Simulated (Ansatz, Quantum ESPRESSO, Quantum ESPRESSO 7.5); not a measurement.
## Complex bands of MgO, rock salt type, lattice constant set to 4.029 Å

Aim: how fast states decay in the gap of MgO, rock salt type, lattice constant set to 4.029 Å.

Program: Quantum ESPRESSO 7.5. Level of theory: plane-wave DFT, LDA, GBRV ultrasoft pseudopotentials (cross-check by Ansatz 0.2.0 with PAW datasets). Results are calculated unless marked as measured.

**1. Set-up**

Symmetry: Fm-3m, No. 225, cubic system. Conventional cell: a = 4.029 Å, b = 4.029 Å, c = 4.029 Å, α = 90.00°, β = 90.00°, γ = 90.00°. Mg has 6 O at 2.01 Å nearest. O has 6 Mg at 2.01 Å nearest. Farther neighbours and most contacts between anions are not listed.

**2. Self-consistent run**

pwcond needs a cell whose third axis lies along the current and stands perpendicular to the other two.

Input file scf.in:

```
&control
  prefix = 'scf'
  outdir = './out'
  pseudo_dir = './pseudo'
  calculation = 'scf'
  tprnfor = .true.
/
&system
  ibrav = 0
  nat = 4
  ntyp = 2
  ecutwfc = 40
  ecutrho = 200
  occupations = 'fixed'
  nbnd = 20
/
&electrons
  conv_thr = 1e-09
  mixing_beta = 0.6
  electron_maxstep = 120
/
ATOMIC_SPECIES
  Mg  24.3050  mg_lda_v1.4.uspp.F.UPF
  O   15.9990  o_lda_v1.2.uspp.F.UPF
CELL_PARAMETERS angstrom
  2.84893322140060 0.00000000000000 0.00000000000000
  0.00000000000000 2.84893322140060 0.00000000000000
  0.00000000000000 0.00000000000000 4.02900000000000
ATOMIC_POSITIONS crystal
  Mg  0.000000000000 0.000000000000 0.000000000000
  O   0.500000000000 0.500000000000 0.000000000000
  Mg  0.500000000000 0.500000000000 0.500000000000
  O   0.000000000000 0.000000000000 0.500000000000
K_POINTS automatic
  8 8 6 0 0 0
```

The run is started by

```sh
$ OMP_NUM_THREADS=1 mpirun -n 2 pw.x -nk 2 -in scf.in > scf.out
```

The log of the run:

```text
Program PWSCF v.7.5 starts
[citation notice left out]

     Parallel version (MPI & OpenMP), running on       2 processor cores
     Number of MPI processes:                 2
     Threads/MPI process:                     1

     MPI processes distributed on     1 nodes
[...]
Current dimensions of program PWSCF are:
     Max number of different atomic species (ntypx) = 10
     Max number of k-points (npk) =  40000
     Max angular momentum in pseudopotentials (lmaxx) =  4
     Found identity + ( -0.5000 -0.5000 -0.5000) symmetry
     This is a supercell, fractional translations are disabled
     Message from routine setup:
     using ibrav=0 with symmetry is DISCOURAGED, use correct ibrav instead

     K-points division:     npool     =       2
     Subspace diagonalization in iterative solution of the eigenvalue problem:
     a serial algorithm will be used

     G-vector sticks info
     --------------------
     sticks:   dense  smooth     PW     G-vecs:    dense   smooth      PW
     Sum         465     373    121                10499     7531    1449

     Using Slab Decomposition

     bravais-lattice index     =            0
     lattice parameter (alat)  =       5.3837  a.u.
     unit-cell volume          =     220.6777 (a.u.)^3
     number of atoms/cell      =            4
     number of atomic types    =            2
     number of electrons       =        32.00
     number of Kohn-Sham states=           20
     kinetic-energy cutoff     =      40.0000  Ry
     charge density cutoff     =     200.0000  Ry
     scf convergence threshold =      1.0E-09
     mixing beta               =       0.6000
     number of iterations used =            8  plain     mixing
     Exchange-correlation= SLA  PZ   NOGX NOGC
                           (   1   1   0   0   0   0   0)

     celldm(1)=   5.383704  celldm(2)=   0.000000  celldm(3)=   0.000000
     celldm(4)=   0.000000  celldm(5)=   0.000000  celldm(6)=   0.000000

     crystal axes: (cart. coord. in units of alat)
               a(1) = (   1.000000   0.000000   0.000000 )
               a(2) = (   0.000000   1.000000   0.000000 )
               a(3) = (   0.000000   0.000000   1.414214 )

     reciprocal axes: (cart. coord. in units 2 pi/alat)
               b(1) = (  1.000000  0.000000  0.000000 )
               b(2) = (  0.000000  1.000000  0.000000 )
               b(3) = (  0.000000  0.000000  0.707107 )

     PseudoPot. # 1 for Mg read from file:
     ./pseudo/mg_lda_v1.4.uspp.F.UPF
     Pseudo is Ultrasoft, Zval = 10.0
     Generated by new atomic code, or converted to UPF format
     Using radial grid of  821 points,  7 beta functions with:
                l(1) =   0
                l(2) =   0
                l(3) =   0
                l(4) =   1
                l(5) =   1
                l(6) =   2
                l(7) =   2
     Q(r) pseudized with  8 coefficients,  rinner =    1.200   1.200   1.200
                                                       1.200   1.200

     PseudoPot. # 2 for O  read from file:
     ./pseudo/o_lda_v1.2.uspp.F.UPF
     Pseudo is Ultrasoft + core correction, Zval =  6.0
     Generated by new atomic code, or converted to UPF format
     Using radial grid of  737 points,  5 beta functions with:
                l(1) =   0
                l(2) =   0
                l(3) =   1
                l(4) =   1
                l(5) =   2
     Q(r) pseudized with  8 coefficients,  rinner =    0.900   0.900   0.900
                                                       0.900   0.900

     atomic species   valence    mass     pseudopotential
     Mg               10.00    24.30500     Mg( 1.00)
     O                 6.00    15.99900     O ( 1.00)

     16 Sym. Ops., with inversion, found

   Cartesian axes

     site n.     atom                  positions (alat units)
         1        Mg     tau(   1) = (   0.0000000   0.0000000   0.0000000  )
         2        O      tau(   2) = (   0.5000000   0.5000000   0.0000000  )
         3        Mg     tau(   3) = (   0.5000000   0.5000000   0.7071068  )
         4        O      tau(   4) = (   0.0000000   0.0000000   0.7071068  )

     number of k points=    60
                       cart. coord. in units 2pi/alat
        k(    1) = (   0.0000000   0.0000000   0.0000000), wk =   0.0052083
        k(    2) = (   0.0000000   0.0000000   0.1178511), wk =   0.0104167
        k(    3) = (   0.0000000   0.0000000   0.2357023), wk =   0.0104167
        k(    4) = (   0.0000000   0.0000000  -0.3535534), wk =   0.0052083
        k(    5) = (   0.0000000   0.1250000   0.0000000), wk =   0.0208333
        k(    6) = (   0.0000000   0.1250000   0.1178511), wk =   0.0416667
        k(    7) = (   0.0000000   0.1250000   0.2357023), wk =   0.0416667
        k(    8) = (   0.0000000   0.1250000  -0.3535534), wk =   0.0208333
        k(    9) = (   0.0000000   0.2500000   0.0000000), wk =   0.0208333
        k(   10) = (   0.0000000   0.2500000   0.1178511), wk =   0.0416667
[...]
k(   60) = (  -0.5000000  -0.5000000  -0.3535534), wk =   0.0052083

     Dense  grid:    10499 G-vectors     FFT dimensions: (  25,  25,  36)

     Smooth grid:     7531 G-vectors     FFT dimensions: (  24,  24,  32)

     Estimated max dynamical RAM per process >      35.91 MB

     Estimated total dynamical RAM >      69.25 MB

     Check: negative core charge=   -0.000004

     Initial potential from superposition of free atoms

     starting charge      31.3996, renormalised to      32.0000
     Starting wfcs are   18 randomized atomic wfcs +    2 random wfcs

     total cpu time spent up to now is        1.1 secs

     per-process dynamical memory:    24.8 Mb

     Self-consistent Calculation

     iteration #  1     ecut=    40.00 Ry     beta= 0.60
     Davidson diagonalization with overlap
     ethr =  1.00E-02,  avg # of iterations =  4.4

     total cpu time spent up to now is        1.8 secs

     total energy              =    -314.96442491 Ry
     estimated scf accuracy    <       0.74058888 Ry

     iteration #  2     ecut=    40.00 Ry     beta= 0.60
[...]
total energy              =    -315.18298330 Ry
     estimated scf accuracy    <       0.28015513 Ry

     iteration #  3     ecut=    40.00 Ry     beta= 0.60
[...]
total energy              =    -315.23300593 Ry
     estimated scf accuracy    <       0.00423824 Ry

     iteration #  4     ecut=    40.00 Ry     beta= 0.60
[...]
total energy              =    -315.23318549 Ry
     estimated scf accuracy    <       0.00022145 Ry

     iteration #  5     ecut=    40.00 Ry     beta= 0.60
[...]
total energy              =    -315.23322013 Ry
     estimated scf accuracy    <       0.00001026 Ry

     iteration #  6     ecut=    40.00 Ry     beta= 0.60
[...]
total energy              =    -315.23322240 Ry
     estimated scf accuracy    <       0.00000082 Ry

     iteration #  7     ecut=    40.00 Ry     beta= 0.60
[...]
total energy              =    -315.23322238 Ry
     estimated scf accuracy    <       0.00000026 Ry

     iteration #  8     ecut=    40.00 Ry     beta= 0.60
[...]
total energy              =    -315.23322243 Ry
     estimated scf accuracy    <          1.3E-09 Ry

     iteration #  9     ecut=    40.00 Ry     beta= 0.60
[...]
End of self-consistent calculation

          k = 0.0000 0.0000 0.0000 (   927 PWs)   bands (ev):

   -61.8619 -61.8374 -29.3906 -29.3118 -29.3118 -29.2619 -29.2619 -29.2619
    -8.5283  -6.4870   4.5038   7.6347   7.6347   9.1945   9.1945   9.1945
    15.2849  18.2175  20.4251  23.5619

          k = 0.0000 0.0000 0.1179 (   959 PWs)   bands (ev):

   -61.8602 -61.8390 -29.3832 -29.3084 -29.3084 -29.2718 -29.2652 -29.2652
    -8.3966  -6.6276   4.7018   7.7201   7.7201   8.6475   9.0651   9.0651
    15.8656  18.4668  20.3950  23.5973

          k = 0.0000 0.0000 0.2357 (   951 PWs)   bands (ev):

   -61.8558 -61.8435 -29.3622 -29.2992 -29.2992 -29.2979 -29.2743 -29.2743
    -8.0326  -7.0102   5.2976   7.4752   7.9645   7.9645   8.7345   8.7345
    17.1622  19.2122  19.8408  22.1267

          k = 0.0000 0.0000-0.3536 (   960 PWs)   bands (ev):

   -61.8497 -61.8496 -29.3313 -29.3312 -29.2867 -29.2867 -29.2867 -29.2867
    -7.5262  -7.5262   6.2623   6.2623   8.3284   8.3284   8.3284   8.3284
    18.6171  18.6171  20.4429  20.4429

          k = 0.0000 0.1250 0.0000 (   959 PWs)   bands (ev):

   -61.8601 -61.8374 -29.3846 -29.3220 -29.3083 -29.2763 -29.2657 -29.2623
    -8.3801  -6.4600   4.6699   7.1004   7.6868   8.5185   9.0406   9.1294
    15.9176  18.7652  20.9539  23.3427

          k = 0.0000 0.1250 0.1179 (   955 PWs)   bands (ev):

   -61.8585 -61.8390 -29.3805 -29.3163 -29.3051 -29.2902 -29.2653 -29.2640
    -8.2530  -6.5874   4.7970   7.2522   7.7667   7.9704   9.0114   9.0388
    16.3468  18.9732  20.8639  23.4158

[...]
highest occupied, lowest unoccupied level (ev):     9.1945   15.2849

!    total energy              =    -315.23322243 Ry
     estimated scf accuracy    <          9.5E-10 Ry

     The total energy is the sum of the following terms:
     one-electron contribution =    -160.64430682 Ry
     hartree contribution      =      91.64112931 Ry
     xc contribution           =     -48.08498041 Ry
     ewald contribution        =    -198.14506451 Ry

     convergence has been achieved in   9 iterations

     Forces acting on atoms (cartesian axes, Ry/au):

     atom    1 type  1   force =     0.00000000    0.00000000    0.00000000
     atom    2 type  2   force =     0.00000000    0.00000000    0.00000000
     atom    3 type  1   force =     0.00000000    0.00000000    0.00000000
     atom    4 type  2   force =     0.00000000    0.00000000    0.00000000

     Total force =     0.000000     Total SCF correction =     0.000000

[...]
=------------------------------------------------------------------------------=
   JOB DONE.
=------------------------------------------------------------------------------=
```

Wall time 6.9 s (2 MPI ranks of Intel Xeon at 2.60GHz (Ice Lake), shared host); peak memory 0.17 GiB.

This step gave:

- free energy: -4288.9665 eV
- valence top, on the run's zero: 9.195 eV
- conduction bottom, on the run's zero: 15.28 eV
- gap by band count: 6.090 eV

The program's own clock; routines nest. Time by routine:

```csv
routine,wall time (s),calls
PWSCF,6.21,1
electrons,5.02,1
c_bands,4.08,9
cegterg,3.47,270
h_psi,2.72,961
fftw,2.43,31972
vloc_psi,2.3,961
init_run,0.95,1
sum_band,0.78,9
hinit0,0.37,1
calbec,0.32,1351
wfcinit,0.3,1
cdiaghg,0.29,931
potinit,0.25,1
```

The run needed 9 iterations to bring the estimated error under 1e-09 Ry.

[end of part 1 of 4]

[Logs are printed without paths, hosts, clocks, repeated set-up lines and the standing remarks that a program may print on its own settings, such as how far it seeks lower states.]

[Hosts, paths, dates, database ids (printed as entryN), source tags and the programs' standing remarks are cut or masked in the printed files.]

[Maps of the electrostatic potential energy from Ansatz leave out the sawtooth potential of an applied field or a dipole correction, so their vacuum need not be flat; planar profiles and work functions include it.]
